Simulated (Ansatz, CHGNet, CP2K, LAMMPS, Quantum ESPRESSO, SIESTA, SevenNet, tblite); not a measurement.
## Codes compared on Zn2+ BF4- in dimethoxyethane and tetrahydrofuran at 400 K (85 atoms)

Wanted: errors and costs of other methods on Zn2+ BF4- in dimethoxyethane and tetrahydrofuran at 400 K (85 atoms). A plane-wave run serves as the reference.

Method: Kohn-Sham DFT, PBE, PAW, plane waves, in Ansatz 0.2.0.

**1. The structure**

The cell holds 85 atoms: 20 C, 8 O, 46 H, 2 B, 8 F and 1 Zn. Cell: a = 9.806 Å, b = 9.806 Å, c = 9.806 Å, α = 90.0°, β = 90.0°, γ = 90.0°. 3 dimethoxyethane, 2 tetrahydrofuran, 1 Zn2+, 2 BF4- placed at random, at 1.15 g/cm³; overlaps pushed apart, then 10 ps at 550 K with stiff harmonic cages for PF6 and BF4 with UFF radii; divalent ions of Li, Roberts, Chakravorty and Merz (J. Chem. Theory Comput. 9, 2733 (2013)); MMFF94 bonds, angles, torsions, charges and radii (Halgren, J. Comput. Chem. 17, 490 (1996)) in harmonic and 12-6 forms; charges of ions scaled by 0.8. Snapshot after 30 ps at 400 K and fixed volume.

**2. Plane-wave reference**

The PAW files are the set soft_2.

The input, input.yaml:

```yaml
crystal:
  lattice:
    - [9.80591, 0.0, 0.0]
    - [0.0, 9.80591, 0.0]
    - [0.0, 0.0, 9.80591]
  atoms:
    - { symbol: C, position: [0.4943, 0.67028, 0.91503] }
    - { symbol: O, position: [0.58372, 0.77174, 0.96257] }
    - { symbol: C, position: [0.50089, 0.88437, 0.02352] }
    - { symbol: C, position: [0.57155, 0.00591, 0.98123] }
    [... 75 atom lines left out ...]
    - { symbol: B, position: [0.87999, 0.50198, 0.91237] }
    - { symbol: F, position: [0.92717, 0.43702, 0.02383] }
    - { symbol: F, position: [0.82157, 0.63559, 0.9544] }
    - { symbol: F, position: [0.76755, 0.43948, 0.8464] }
    - { symbol: F, position: [0.95569, 0.53552, 0.79706] }
    - { symbol: Zn, position: [0.78137, 0.8112, 0.96366] }
kpoints:
  mp_grid: { grid: [1, 1, 1] }
hamiltonian:
  xc: pbe
scf:
  occupations: { method: fermi_dirac, width: 0.05 }
output:
  forces: true
  eigenvalues: true
  populations: true
  stress: true
```

On the command line:

```console
$ ansatz run input.yaml --threads 4 --pin off --max-ram 8192MiB --backend cpu --events-out ev --progress --plain --runs-dir out
```

Numbers of over 12 decimals in the logs are rounded to 6 here.

What it wrote:

```text
[...]
Pseudopotentials: kind: paw
Pseudopotential: C, paw, valence charge 4, recommended cutoff 420 eV (normal), C.paw.azcp
Pseudopotential: O, paw, valence charge 6, recommended cutoff 420 eV (normal), O.paw.azcp
Pseudopotential: H, paw, valence charge 1, recommended cutoff 420 eV (normal), H.paw.azcp
Pseudopotential: B, paw, valence charge 3, recommended cutoff 420 eV (normal), B.paw.azcp
Pseudopotential: F, paw, valence charge 7, recommended cutoff 420 eV (normal), F.paw.azcp
Pseudopotential: Zn, paw, valence charge 12, recommended cutoff 420 eV (normal), Zn.paw.azcp
[... 5 lines on functional and potentials left out ...]
Crystal: 85 atoms, lattice volume = 942.896 Å³
Basis set: ecut = 420 eV, 18349 PW (Γ), exchange–correlation on 144×144×144 points (8 copies of the dense FFT grid, shifted against one another)
Bands: 209, of which v1, the nominal top of the filled ones, is band 124 counted from 1 (123 counted from 0)
Symmetry: 1 space group operations
Space group: P1 (ITA 1), of the structure as read, at distance tolerance 9.8e-5 Å
k-points: 1
[... 13 lines on functional and potentials left out ...]
Initial density: superposition of atomic densities (neutral atoms: chi_scale 0, normalization atom), corrected by the library's trained network
Initial wavefunctions: pseudopotential atomic-orbital guess
[...]
SCF iter   1: F=—  HF=-20388.857791 eV  |F-HF|=—  |Δ(HF+E_count)|=         —  Δρ=5.68e-3  dr2=5.03e-1  ethr=1.77e-3  ⟨swp⟩=6.0  Hψ=957  notcnv=0  defer=27
preconditioner: auto → Resta (q_TF=auto, 2.184 Å⁻¹)  ε∞=2.3  [insulator: Δε(μ)=4.348 eV  Ē_g=16.189 eV  σ=0.050 eV  W_gap=1.00  n_scr=170 (ndim 8)  ℏωp=18.7 eV  f_vac=0.326  D(μ)=0.00/eV (n_scr^D=0)  ε∞_Penn≈2.3]
[...]
SCF iter   9: F=—  HF=-20388.703255 eV  |F-HF|=—  |Δ(HF+E_count)|=   1.72e-8  Δρ=5.35e-6  dr2=2.33e-7  ethr=5.30e-10  ⟨swp⟩=2.0  Hψ=252  notcnv=0  defer=81
SCF iter  10: F=-20388.703255 eV  HF=-20388.703255 eV  |F-HF|=2.66e-9  |Δ(HF+E_count)|=   2.60e-8  Δρ=1.41e-6  dr2=1.95e-8  ethr=4.03e-11  ⟨swp⟩=14.0  Hψ=1340  notcnv=0
SCF 1 converged in 10 iterations: F = -20388.703255 eV  dr2 = 1.95e-8
[...]
SCF converged after 10 iterations
Free energy (F): -20388.703255 eV
Harris-Foulkes:  -20388.703255 eV  (|F-HF|=2.66e-9)
Internal energy: -20388.703255 eV  (E = F + TS)
E sigma→0 (E₀):  -20388.703255 eV
Fermi energy:    1.581695 eV
--- Per-component energies (eV) ---
[...]
Σ components = -20388.703255   (vs F -20388.703255, Δ=0.00e0)
--- Forces (eV/Å), atoms counted from 1 ---
  atom   1  C     -1.49419303    -0.86579687     0.01867285
  atom   2  O     -2.85375877     0.21607683     0.93546970
  atom   3  C      0.77708722    -0.94904040    -1.17687625
  atom   4  C      1.38825283     1.93281168     2.08119152
[...]
atom  85  Zn    -1.40076374     0.51281721    -0.78810213
  max |Σ_I F_I| component: 1.09e-4 eV/Å
--- Stress (GPa, compression-positive) ---
        3.738789      -0.112409       0.064782
       -0.112410       6.292605      -0.727587
        0.064780      -0.727585       6.610433
  P = ⅓ Tr σ = 5.5473 GPa (55.473 kbar)
--- Band table (eV) ---
  k-point 0: bands = ["-25.5753", "-25.3697", "-24.4951", "-24.1190", [... 193 levels ...], "10.5121", "10.5680", "10.6335", "10.7224", "10.8081", "10.9017", "10.9621", "11.0116", "11.1261", "11.2008", "11.2112", "11.2757"]
--- Löwdin populations: 85 sites ---
  site symbol       q [e]
     0      C      4.2377
     1      O      6.3857
     2      C      4.0793
[...]
84     Zn     10.4106
  spilling = 0.011913 (of n_electrons = 248.000000)
```

The job ended after 6.2 s (4 threads of Arm Neoverse V2, shared host; peak memory 1 GiB).

The column dr2 measures how far the density is from self-consistency, as an energy; F and HF (Harris–Foulkes) agree once it is small.

Numbers from this run:

| Item | Value |
| --- | --- |
| free energy | -20388.7033 eV |
| free energy per atom | -239.8671 eV/atom |
| SCF cycles | 10 |
| pressure | 5.547 GPa |
| r.m.s. force component | 1.049 eV/Å |
| longest force | 4.128 eV/Å |
| Fermi energy | 1.582 eV |
| gap (highest filled to lowest empty level) | 3.958 eV |
| spilling of the projection | 0.01191 |

Neighbours are counted within 1.34 Å (H-C), 1.85 Å (C-C), 1.73 Å (C-O), 1.72 Å (F-B), 2.23 Å (F-Zn), 2.38 Å (O-Zn).

Length of the force by element and coordination:

| element | coordination | atoms | mean length of the force (eV/Å) | spread | least | most |
| --- | --- | --- | --- | --- | --- | --- |
| B | all | 2 | 2.93 | 0.384 | 2.55 | 3.31 |
| C | all | 20 | 1.83 | 0.620 | 0.555 | 3.16 |
| F | all | 8 | 1.88 | 1.31 | 0.719 | 4.13 |
| F | 1 | 6 | 1.17 | 0.540 | 0.719 | 2.16 |
| F | 2 | 2 | 4.00 | 0.130 | 3.87 | 4.13 |
| H | all | 46 | 1.20 | 0.597 | 0.243 | 2.61 |
| O | all | 8 | 2.68 | 0.734 | 1.31 | 3.41 |
| O | 2 | 4 | 2.35 | 0.801 | 1.31 | 3.33 |
| O | 3 | 4 | 3.01 | 0.469 | 2.24 | 3.41 |
| Zn | all | 1 | 1.69 | 0 | 1.69 | 1.69 |

Löwdin charges by element and coordination (they lack the spilled electrons, 0.035 e an atom on average):

| element | coordination | atoms | mean charge (e) | spread | least | most |
| --- | --- | --- | --- | --- | --- | --- |
| B | all | 2 | 0.892 | 0.006 | 0.886 | 0.898 |
| C | all | 20 | -0.160 | 0.099 | -0.313 | -0.0428 |
| F | all | 8 | -0.387 | 0.0337 | -0.444 | -0.326 |
| F | 1 | 6 | -0.374 | 0.0274 | -0.406 | -0.326 |
| F | 2 | 2 | -0.425 | 0.0192 | -0.444 | -0.406 |
| H | all | 46 | 0.193 | 0.0206 | 0.146 | 0.234 |
| O | all | 8 | -0.374 | 0.0221 | -0.400 | -0.329 |
| O | 2 | 4 | -0.360 | 0.0225 | -0.384 | -0.329 |
| O | 3 | 4 | -0.388 | 0.008 | -0.400 | -0.378 |
| Zn | all | 1 | 1.59 | 0 | 1.59 | 1.59 |

The levels nearest the highest filled one (over half full), pooled over k-points and spins:

| level less the highest filled one (eV) | occupation |
| --- | --- |
| -1.55 | 2 |
| -1.37 | 2 |
| -1.15 | 2 |
| -0.622 | 2 |
| -0.486 | 2 |
| 0 | 2 |
| 3.96 | 0 |
| 4.24 | 0 |
| 4.62 | 0 |
| 4.76 | 0 |
| 5.04 | 0 |
| 5.14 | 0 |

**3. Structure statistics**

Density 1.15 g/cm³, 11.09 Å³ an atom.

Pair distribution functions g(r), in bins of 0.2 Å:

| r (Å) | total | H-H | H-C | H-F | H-O | H-B | H-Zn |
| --- | --- | --- | --- | --- | --- | --- | --- |
| 1.00 | 2.56 | 0.00 | 10.05 | 0.00 | 0.00 | 0.00 | 0.00 |
| 1.20 | 1.46 | 0.00 | 5.70 | 0.00 | 0.00 | 0.00 | 0.00 |
| 1.40 | 1.42 | 0.00 | 0.00 | 0.00 | 0.00 | 0.00 | 0.00 |
| 1.60 | 0.45 | 0.78 | 0.00 | 0.00 | 0.00 | 0.00 | 0.00 |
| 1.80 | 1.02 | 2.85 | 0.00 | 0.00 | 0.29 | 0.00 | 0.00 |
| 2.00 | 1.06 | 0.44 | 1.15 | 0.00 | 6.00 | 0.00 | 0.00 |
| 2.20 | 1.26 | 0.52 | 2.16 | 0.43 | 2.85 | 0.00 | 0.00 |
| 2.40 | 1.13 | 1.73 | 0.42 | 0.54 | 0.17 | 0.00 | 0.00 |
| 2.60 | 0.83 | 0.71 | 1.14 | 0.61 | 1.35 | 0.00 | 0.00 |
| 2.80 | 0.59 | 0.76 | 0.52 | 0.65 | 0.95 | 0.00 | 0.00 |
| 3.00 | 0.87 | 1.07 | 0.81 | 1.04 | 0.89 | 0.45 | 0.86 |
| 3.20 | 1.03 | 0.81 | 1.34 | 0.80 | 1.37 | 2.38 | 3.19 |
| 3.40 | 0.85 | 0.86 | 0.75 | 1.06 | 0.89 | 0.69 | 4.30 |
| 3.60 | 1.00 | 1.15 | 0.65 | 1.25 | 0.32 | 0.97 | 1.84 |
| 3.80 | 0.83 | 0.88 | 0.62 | 1.06 | 0.29 | 1.71 | 2.79 |
| 4.00 | 0.94 | 1.08 | 0.79 | 0.70 | 0.83 | 1.03 | 1.03 |
| 4.20 | 1.00 | 0.88 | 0.90 | 1.22 | 1.44 | 0.91 | 0.00 |
| 4.40 | 1.07 | 1.04 | 1.28 | 1.67 | 0.94 | 1.26 | 0.00 |
| 4.60 | 1.05 | 0.93 | 1.18 | 1.35 | 1.02 | 1.36 | 0.00 |
| 4.80 | 1.03 | 1.05 | 0.92 | 1.06 | 0.79 | 1.26 | 0.73 |

Bonds by pair of elements; cutoffs follow the first minimum of g(r), held within bounds set by covalent radii, and pairs that aren't listed don't count as bonded:

| pair A-B | cutoff (Å) | bonds | mean length (Å) | spread (Å) | shortest (Å) | B about A | A about B |
| --- | --- | --- | --- | --- | --- | --- | --- |
| H-C | 1.34 | 46 | 1.09 | 0.033 | 1.03 | 1 | 2.3 |
| C-C | 1.85 | 9 | 1.49 | 0.035 | 1.44 | 0.9 | 0.9 |
| C-O | 1.73 | 16 | 1.43 | 0.032 | 1.35 | 0.8 | 2 |
| F-B | 1.72 | 8 | 1.42 | 0.042 | 1.35 | 1 | 4 |
| F-Zn | 2.23 | 2 | 1.79 | 0.017 | 1.77 | 0.25 | 2 |
| O-Zn | 2.38 | 4 | 1.89 | 0.048 | 1.86 | 0.5 | 4 |

How many atoms have how many bonded neighbours:

| element | mean | 1 | 2 | 3 | 4 | 6 |
| --- | --- | --- | --- | --- | --- | --- |
| B | 4 | 0 | 0 | 0 | 2 | 0 |
| C | 4 | 0 | 0 | 0 | 20 | 0 |
| F | 1.25 | 6 | 2 | 0 | 0 | 0 |
| H | 1 | 46 | 0 | 0 | 0 | 0 |
| O | 2.5 | 0 | 4 | 4 | 0 | 0 |
| Zn | 6 | 0 | 0 | 0 | 0 | 1 |

Rings of the network by King's shortest-path rule, up to 12 atoms, one path for each pair of neighbours; H, halogens, alkali and alkaline-earth atoms are left out, and the last column divides by all other atoms, bonded or not:

| ring size (atoms) | rings | per network atom |
| --- | --- | --- |
| 5 | 4 | 0.129 |

**4. What was run beside it**

The programs:
- CHGNet: machine-learned potential, published weights.
- CP2K 2026.2: Gaussian basis with GTH pseudopotentials and a plane-wave density; labels give functional, basis (MOLOPT sets; SR short-range, UZH the newer set with its own potentials), grid cutoff/relative cutoff and solver (OT: orbital transformation; TRS4, TC2, SIGN: linear-scaling purification with its sparsity filter), or its built-in tight binding.
- Quantum ESPRESSO 7.5: plane waves; labels (QE) give functional, pseudopotential set and cutoffs of waves/density.
- SIESTA 5.4.2: numerical atomic orbitals, whose automatically made sets are far from complete, with PseudoDojo norm-conserving potentials that we converted to its format (checked against plane waves on the same files for H, C, O, Si, Ge and Ca alone); labels give functional, basis size, energy shift and mesh cutoff.
- SevenNet: machine-learned potential, published weights.
- tblite 0.8.0: extended tight binding, driven from Python.

All use the same cell and atoms; the electronic-structure runs use the same k-mesh, and an electronic temperature of 580 K (0.05 eV) where levels are smeared.

Differences are against the plane-wave reference, forces as r.m.s. over components; share is that over the reference's r.m.s. force, slope the least-squares factor from reference forces to these. Total energies of different programs have different zeros and aren't compared.

| run | Δ force, r.m.s. (meV/Å) | share (%) | slope | Δ pressure (GPa) | Δ gap (eV) | cores | CPU time | memory (GiB) |
| --- | --- | --- | --- | --- | --- | --- | --- | --- |
| reference | - | - | - | - | - | 4 | 23 s | 1.0 |
| CHGNet 0.3.0 potential | 216 | 20.5 | 0.929 | -0.758 | - | 1 | 3.3 s | 1.5 |
| CP2K PBE, DZVP-MOLOPT-SR, 280/50 Ry, OT DIIS (coarse) | 241 | 22.9 | 1.040 | 0.829 | 0.499 | 2 | 5 min | 0.63 |
| QE PBE, sssp-1.3.0-efficiency, 60/480 Ry | 23.6 | 2.25 | 1.003 | 0.108 | -0.0049 | 2 | 3.1 min | 2.3 |
| SIESTA PBE, DZP, shift 0.01 Ry, mesh 500 Ry | 341 | 32.5 | 1.074 | 1.81 | 0.293 | 2 | 3 min | 1.7 |
| SIESTA RPBE, PBE potentials, DZP, shift 0.01 Ry, mesh 500 Ry | 297 | 28.3 | 1.090 | 2.68 | 0.415 | 2 | 3 min | 1.7 |
| SevenNet 0 potential | 243 | 23.1 | 1.006 | 0.687 | - | 1 | 6.5 s | 1.0 |
| SevenNet l3i5 potential | 149 | 14.2 | 0.969 | -0.175 | - | 1 | 8.4 s | 1.7 |
| tblite GFN1-xTB | 384 | 36.6 | 0.839 | -3.25 | - | 1 | 2.1 s | 0.16 |

Rows marked coarse were listed beforehand as settings not expected to be converged; some can still land near the reference.

Times of the machine-learned potentials are mostly Python's start and the loading of weights.

CPU time is summed over cores on a shared host, where runs went side by side, so it is rough. Symmetry, cutoffs, thresholds, outputs and thread counts weren't matched or tuned between programs; memory under MPI is the largest rank's times the ranks.

Runs without a result: CP2K PBE0 with truncated exchange and ADMM, PBE0 potentials, DZVP-UZH, 800/50 Ry, OT DIIS (cut off at its time limit of 56 min).

Mean charges by element (e), by run and scheme:

| run | scheme | C | O | H | B | F | Zn |
| --- | --- | --- | --- | --- | --- | --- | --- |
| reference | Löwdin | -0.16 | -0.37 | +0.19 | +0.89 | -0.39 | +1.59 |
| SIESTA PBE, DZP, shift 0.01 Ry, mesh 500 Ry | Hirshfeld | -0.01 | -0.09 | +0.02 | +0.11 | -0.16 | +0.79 |
| SIESTA RPBE, PBE potentials, DZP, shift 0.01 Ry, mesh 500 Ry | Hirshfeld | 0.00 | -0.09 | +0.02 | +0.12 | -0.16 | +0.79 |
| tblite GFN1-xTB | Mulliken | +0.12 | -0.44 | +0.04 | +0.75 | -0.37 | +0.86 |

The reference's Löwdin charges lack the electrons that the projection spills, 0.035 e an atom on average.

**5. What came out**

```
reference r.m.s. force component                       : 1.05 eV/Å
nearest in forces                                      : QE PBE, sssp-1.3.0-efficiency, 60/480 Ry, 2.2 %
farthest in forces                                     : tblite GFN1-xTB, 37 %
cheapest electronic-structure run beside the reference : tblite GFN1-xTB, 2.1 s of CPU time
```

PBE on plane waves or a grid with other potentials, cutoffs or grids, coarse settings apart, differs from the reference by 2.2 % (QE PBE, sssp-1.3.0-efficiency, 60/480 Ry) of the r.m.s. force; this holds the reference's own error, so differences of a few per cent don't tell which side is nearer the exact PBE result (QE's 60 Ry are 816 eV, against the reference's 420 eV). The PBE run in local orbitals, coarse settings apart, differs by 32 % (SIESTA PBE, DZP, shift 0.01 Ry, mesh 500 Ry); basis, grid and potentials can all enter. Tight binding differs by 37 % (tblite GFN1-xTB); it is another model, with fitted parameters of its own, and the xTB methods hold dispersion. Machine-learned potentials differ by 14 % (SevenNet l3i5 potential) to 23 % (SevenNet 0 potential); they were trained on other programs' data. Rows with another functional or a dispersion term differ by 28 % (SIESTA RPBE, PBE potentials, DZP, shift 0.01 Ry, mesh 500 Ry), which mixes the change of model with differences of basis and potentials, some of them made for another functional. Runs with settings chosen to be coarse differ by 23 % (CP2K PBE, DZVP-MOLOPT-SR, 280/50 Ry, OT DIIS), their programs' other errors included. One electronic-structure run takes under half the reference's CPU time: tblite GFN1-xTB, at 37 % in 2.1 s against 23 s; its pressure misses by -3.2 GPa. At the same functional, gaps differ from the reference's 3.96 eV by between -0.00 and +0.50 eV. In pressure, SIESTA PBE, DZP, shift 0.01 Ry, mesh 500 Ry misses by +1.8 GPa, at the same functional. Charges hang on model, scheme and program or settings: among these rows the mean for C runs from -0.16 to +0.12 e, even in sign. In the reference: filled and empty levels are parted by 3.96 eV (at Γ alone); a semilocal functional tends to put such gaps too low. In a disordered cell it changes from sample to sample and from frame to frame. In the reference: mean Löwdin charges: B +0.89, C -0.16, F -0.39, H +0.19, O -0.37, Zn +1.59 e (they miss 1.2 % of the electrons, so they add up to more than the cell's charge). Periodic xTB results under one method name differ between programs and library versions. With short bonds to hydrogen, sets of potentials differ among themselves by several per cent in forces even at converged cutoffs, so the reference isn't exact here either. The potentials hold different valence shells: 248 electrons in the reference, 256 in Quantum ESPRESSO with SSSP and 256 in SIESTA; this bears on time and differences. Machine-learned potentials mimic data converged in k, so the reference's own k-point error enters their differences. The network of contacts between molecules at the start is that of the classical potential that made the cell, and needn't be the one that DFT or experiment would give. The reference's PBE has no dispersion term, which matters for the binding between molecules or layers. The density was typed from a rule of thumb and may lie off the real one at this temperature. The electronic-structure runs sample only Γ, in a cell whose shortest periodic width is 10 Å.

[Also dropped from logs without a mark: logging warnings of Python, and SIESTA's first energy breakdown and zero terms.]

[Logs are printed without paths, hosts, clocks, repeated set-up lines and the standing remarks that a program may print on its own settings, such as how far it seeks lower states.]

[Hosts, paths, dates, database ids (printed as entryN), source tags and the programs' standing remarks are cut or masked in the printed files.]

[The MMFF94 radii named for the starting cell were scaled by 0.96; in molecules described by MMFF94, hydrogen bound to N, O or S took a small fixed 12-6 site in their place.]
